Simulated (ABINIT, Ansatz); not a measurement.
# KHF2 (I4/mcm): one start, several treatments of the self-energy, part 2 of 2

Wanted: the gap of KHF2 (I4/mcm) under several approximations, with cost.

ABINIT 10.8.3; PBEsol and many-body steps on it, plane waves. Known limits of the many-body steps: not at the basis limit; coarse k mesh.

So far. Step 5 (G0W0, Hybertsen-Louie plasmon pole): Against G0W0 in ABINIT (2×2×2 mesh, 96 bands, screening to 114.3 eV, Godby-Needs plasmon pole), the gap moves by +0.603 eV. Step 6 (G0W0, Engel-Farid plasmon pole): Against G0W0 in ABINIT (2×2×2 mesh, 96 bands, screening to 114.3 eV, Godby-Needs plasmon pole), the gap moves by −0.031 eV.

## 7. One-shot Hartree-Fock

This step: one-shot Hartree-Fock on PBEsol, plane waves, norm-conserving pseudopotentials.

File run.abi:

```
acell 3*1.0 Angstrom
rprim 
  -2.835000000000 2.835000000000 3.405000000000
  2.835000000000 -2.835000000000 3.405000000000
  2.835000000000 2.835000000000 -3.405000000000
ntypat 3
znucl 19 1 9
natom 8
typat 1 1 2 2 3 3 3 3
xred 
  0.250000000000 0.250000000000 -0.000000000000
  0.750000000000 0.750000000000 -0.000000000000
  0.500000000000 -0.000000000000 0.500000000000
  0.000000000000 0.500000000000 0.500000000000
  0.640800000000 0.140800000000 0.781600000000
  0.140800000000 0.359200000000 0.500000000000
  0.359200000000 0.859200000000 0.218400000000
  0.859200000000 0.640800000000 0.500000000000
pp_dirpath "pseudos"
pseudos "K.upf, H.upf, F.upf"
ecut 36
ngkpt 2 2 2
nshiftk 1
shiftk 0 0 0
kptopt 1
chksymbreak 0
istwfk *1
occopt 1
irdwfk 1
optdriver 4
nband 28
gwcalctyp 5
ecutsigx 36
symsigma 1
nkptgw 2
kptgw 
  0.5000000000 0.5000000000 0.5000000000
  0.0000000000 0.0000000000 0.0000000000
bdgw 
  22 26
  22 26
ixc_sigma 40
fftgw 31
indata_prefix "in"
outdata_prefix "out"
tmpdata_prefix "tmp"
```

Command:

```
$ OMP_NUM_THREADS=1 mpirun -n 4 abinit run.abi > log
```

Numbers of over 12 decimals in the logs are rounded to 6 here.

What it wrote:

```text
.Version 10.8.3 of ABINIT. v10.8.2 released Aug 2026.

 Symmetries : space group I4/m c m (#140); Bravais tI (body-center tetrag.)
[... echo of the input left out ...]
== DATASET  1 ==================================================================
-   mpi_nproc: 4, omp_nthreads: 1 (-1 if OMP is not activated)

--- !DatasetInfo
iteration_state: {dtset: 1, }
dimensions: {natom: 8, nkpt: 4, mband: 28, nsppol: 1, nspinor: 1, nspden: 1, mpw: 7677, }
cutoff_energies: {ecut:  36.0, pawecutdg:  -1.0, }
[...]
Band     E0 <VxcDFT>   SigX SigC(E0)      Z dSigC/dE  Sig(E)    E-E0       E
[...]
25   5.574  -8.571  -4.337   0.000   1.000   0.000  -4.337   4.234   9.808
       26   8.373 -10.112  -4.589   0.000   1.000   0.000  -4.589   5.523  13.896

== END DATASET(S) ==============================================================
================================================================================

 -outvars: echo values of variables after computation  --------
           etotal      0.0000000000E+00
            nband          28
             nkpt           4
          spgroup         140
 [... the other variables as echoed above ...]

 Calculation completed.
```

Wall time 3.9 s (4 MPI ranks of Intel Xeon Platinum 8488C (Sapphire Rapids), shared host); peak memory 0.8 GiB; 15 s of CPU time.

This step gave:

- quasiparticle gap on the points computed: 18.34 eV
- starting gap on the mesh: 7.017 eV
- k of the valence top: 0.5, 0.5, 0.5
- k of the conduction bottom: 0, 0, 0
- least direct quasiparticle gap on the computed points: 18.35 eV

Against G0W0 in ABINIT (2×2×2 mesh, 96 bands, screening to 114.3 eV, Godby-Needs plasmon pole), the gap moves by +7.407 eV.

## 8. Screening, 2×2×2 mesh, 96 bands, screening to 114.3 eV

This step: RPA screening on PBEsol, plane waves, norm-conserving pseudopotentials.

run.abi: that of step 7 with these lines changed.

```diff
@@ -29,16 +29,14 @@
 irdwfk 1
-optdriver 4
-nband 28
-gwcalctyp 5
-ecutsigx 36
-symsigma 1
-nkptgw 2
-kptgw 
-  0.5000000000 0.5000000000 0.5000000000
-  0.0000000000 0.0000000000 0.0000000000
-bdgw 
-  22 26
-  22 26
-ixc_sigma 40
-fftgw 31
+optdriver 3
+nband 96
+ecuteps 4.2
+inclvkb 2
+awtr 1
+symchi 1
+gwcalctyp 2
+nfreqre 16
+freqremax 40 eV
+nfreqim 8
+spmeth 1
+nomegasf 120
 indata_prefix "in"
```

What it wrote:

```text
.Version 10.8.3 of ABINIT. v10.8.2 released Aug 2026.

 Symmetries : space group I4/m c m (#140); Bravais tI (body-center tetrag.)
[... echo of the input left out ...]
== DATASET  1 ==================================================================
-   mpi_nproc: 4, omp_nthreads: 1 (-1 if OMP is not activated)

--- !DatasetInfo
iteration_state: {dtset: 1, }
dimensions: {natom: 8, nkpt: 4, mband: 96, nsppol: 1, nspinor: 1, nspden: 1, mpw: 7677, }
cutoff_energies: {ecut:  36.0, pawecutdg:  -1.0, }
electrons: {nelect:   4.80000000E+01, charge:   0.00000000E+00, occopt:   1.00000000E+00, tsmear:   1.00000000E-02, }

 SCREENING: Calculation of the susceptibility and dielectric matrices

 Based on a program developped by R.W. Godby, V. Olevano, G. Onida, and L. Reining.
 Incorporated in ABINIT by V. Olevano, G.-M. Rignanese, and M. Torrent.
.Using double precision arithmetic ; gwpc =  8

[... cell and pseudopotentials left out ...]
--------------------------------------------------------------------------------

 ==== K-mesh for the wavefunctions ====
 Number of points in the irreducible wedge :     4
[... list of points left out ...]
 Together with 16 symmetry operations and time-reversal symmetry
 yields     8 points in the full Brillouin Zone.

 ==== Q-mesh for the screening function ====
 Number of points in the irreducible wedge :     4
[... list of points left out ...]
 Together with 16 symmetry operations and time-reversal symmetry
 yields     8 points in the full Brillouin Zone.

 setmesh: FFT mesh size selected  =    36x   36x   36
          total number of points  =        46656

 vcoul_init : cutoff-mode = AUXILIARY_FUNCTION
 q-points for optical limit:   1
     1)      0.000010    0.000020    0.000030

- screening: taking advantage of time-reversal symmetry
- Maximum band index for partially occupied states nbvw = 24
- Remaining bands to be divided among processors   nbcw = 72
- Number of bands treated by each node ~18

 Number of electrons calculated from density =   48.0000; Expected =   48.0000
 average of density, n =  0.064977
 r_s =    1.5431
 omega_plasma =   24.5887 [eV]

 calculating chi0 at frequencies [eV] :
  1    0.000000E+00    0.000000E+00
  2    2.666667E+00    0.000000E+00
  3    5.333333E+00    0.000000E+00
[...]
23    0.000000E+00    6.262325E+01
 24    0.000000E+00    8.817421E+01

--------------------------------------------------------------------------------
  q-point number  1        q = ( 0.000000, 0.000000, 0.000000) [r.l.u.]
--------------------------------------------------------------------------------
[... chi0 elements left out ...]
  [... further frequencies ...]

 No. of calculated frequencies >  15, stop printing
 For q-point:  0.000010 0.000020 0.000030
  dielectric constant =   1.8418
  dielectric constant without local fields =   1.9953

  Average fulfillment of the sum rule on Im[epsilon] for q-point    1 :     39.22  [%]
[... wings left out ...]
  q-point number  2        q = ( 0.500000, 0.000000, 0.000000) [r.l.u.]
--------------------------------------------------------------------------------
[... chi0 elements left out ...]
  [... further frequencies ...]

 No. of calculated frequencies >  15, stop printing
  Average fulfillment of the sum rule on Im[epsilon] for q-point    2 :     45.25  [%]

 [... 2 further q-points ...]
```

Run time: 26 s. Hardware: 4 MPI ranks; peak memory 1.7 GiB; 1.7 min of CPU time.

This step gave:

```
ε∞ with local fields, on this mesh, along the program's q direction : 1.842
the same without local fields                                       : 1.995
plasma frequency                                                    : 24.59 eV
plane waves in the screening matrix                                 : 305
```

## 9. G0W0, contour deformation

This step: G0W0 on PBEsol, plane waves, norm-conserving pseudopotentials.

run.abi: that of step 8 with these lines changed.

```diff
@@ -29,14 +29,16 @@
 irdwfk 1
-optdriver 3
+optdriver 4
 nband 96
+gwcalctyp 2
+ecutsigx 36
+symsigma 1
+nkptgw 2
+kptgw 
+  0.5000000000 0.5000000000 0.5000000000
+  0.0000000000 0.0000000000 0.0000000000
+bdgw 
+  22 26
+  22 26
 ecuteps 4.2
-inclvkb 2
-awtr 1
-symchi 1
-gwcalctyp 2
-nfreqre 16
-freqremax 40 eV
-nfreqim 8
-spmeth 1
-nomegasf 120
+irdscr 1
 indata_prefix "in"
```

What it wrote:

```text
.Version 10.8.3 of ABINIT. v10.8.2 released Aug 2026.

 Symmetries : space group I4/m c m (#140); Bravais tI (body-center tetrag.)
[... echo of the input left out ...]
== DATASET  1 ==================================================================
-   mpi_nproc: 4, omp_nthreads: 1 (-1 if OMP is not activated)

--- !DatasetInfo
iteration_state: {dtset: 1, }
dimensions: {natom: 8, nkpt: 4, mband: 96, nsppol: 1, nspinor: 1, nspden: 1, mpw: 7677, }
cutoff_energies: {ecut:  36.0, pawecutdg:  -1.0, }
[...]
Band     E0 <VxcDFT>   SigX SigC(E0)      Z dSigC/dE  Sig(E)    E-E0       E
[...]
26   8.373 -10.112  -4.589  -2.299   0.901  -0.109  -7.206   2.907  11.279
       26   0.000   0.000   0.000  -0.000   0.000   0.000  -0.000  -0.000  -0.000

== END DATASET(S) ==============================================================
================================================================================

 -outvars: echo values of variables after computation  --------
           etotal      0.0000000000E+00
            nband          96
             nkpt           4
          spgroup         140
 [... the other variables as echoed above ...]

 Calculation completed.
```

Elapsed: 6.4 s, on 4 MPI ranks; peak memory 1.1 GiB; 25 s of CPU time.

This step gave:

* G0W0 gap on the points computed: 10.91 eV
* starting gap on the mesh: 7.017 eV
* k of the valence top: 0, 0, 0
* k of the conduction bottom: 0, 0, 0
* least direct G0W0 gap on the computed points: 10.91 eV

Against G0W0 in ABINIT (2×2×2 mesh, 96 bands, screening to 114.3 eV, Godby-Needs plasmon pole), the gap moves by −0.015 eV.

## 10. The runs together

Times are wall times on 4 MPI ranks of Intel Xeon Platinum 8488C (Sapphire Rapids), shared host, good to a factor of about two. A run's time includes the screening step that it read.

```
                               run   mesh  bands  screening cutoff (eV)  DFT gap (eV)  gap on the mesh (eV)  direct (eV)  ε∞ used   time
    G0W0, Godby-Needs plasmon pole  2×2×2     96                  114.3         7.017                10.930       10.930     1.84   31 s
G0W0, Hybertsen-Louie plasmon pole  2×2×2     96                  114.3         7.017                11.533       11.533     1.84   30 s
    G0W0, Engel-Farid plasmon pole  2×2×2     96                  114.3         7.017                10.899       10.899     1.84   29 s
             one-shot Hartree-Fock  2×2×2      -                      -         7.017                18.337       18.350        -  3.9 s
         G0W0, contour deformation  2×2×2     96                  114.3         7.017                10.915       10.915     1.84   32 s
```

## 11. Summary of results

```json
{"G0W0, Godby-Needs plasmon pole": "10.930 eV", "G0W0, Hybertsen-Louie plasmon pole": "11.533 eV", "G0W0, Engel-Farid plasmon pole": "10.899 eV", "one-shot Hartree-Fock": "18.337 eV", "G0W0, contour deformation": "10.915 eV", "known limits": "not at the basis limit; coarse k mesh"}
```

**Reading.** G0W0, Hybertsen-Louie plasmon pole: +0.603 eV against G0W0, Godby-Needs plasmon pole. G0W0, Engel-Farid plasmon pole: −0.031 eV against G0W0, Godby-Needs plasmon pole. One-shot Hartree-Fock: +7.407 eV against G0W0, Godby-Needs plasmon pole. G0W0, contour deformation: −0.015 eV against G0W0, Godby-Needs plasmon pole. Bare exchange alone opens the gap to 18.34 eV; against G0W0, correlation takes back 7.41 eV. Bands and cutoff are finite, so the gap is not at the basis limit. The miss can reach some tenths of an eV and take either sign; the mesh is an error of its own. In the first G0W0 run levels were corrected at 2 k points alone, so a gap called «on the mesh» is the least over those, and an edge elsewhere would be missed. The 2×2×2 mesh is coarse for this cell, which bears on the long-range parts of exchange and screening.

[Paths, hosts, dates, memory and timing lines, banners, echoed tables and standing remarks are left out of the program output.]

[Logs are printed without paths, hosts, clocks, repeated set-up lines and the standing remarks that a program may print on its own settings, such as how far it seeks lower states.]

[Runs of the session that timed out or met a known fault of the program may be left out.]

[No measured gap is set beside runs whose start may be inverted or whose files or cutoffs have a known fault.]

[Hosts, paths, dates, database ids (printed as entryN), source tags and the programs' standing remarks are cut or masked in the printed files.]

[G0W0 gaps are taken among the corrected bands and points alone; a level outside them can change the order at an edge.]

[Where Ansatz stands beside ABINIT at settings called matched, ABINIT's density can come from a denser mesh and the files from another edition; pairs whose starting gaps differed by over 0.03 eV were left out, so agreement reads better than it is.]
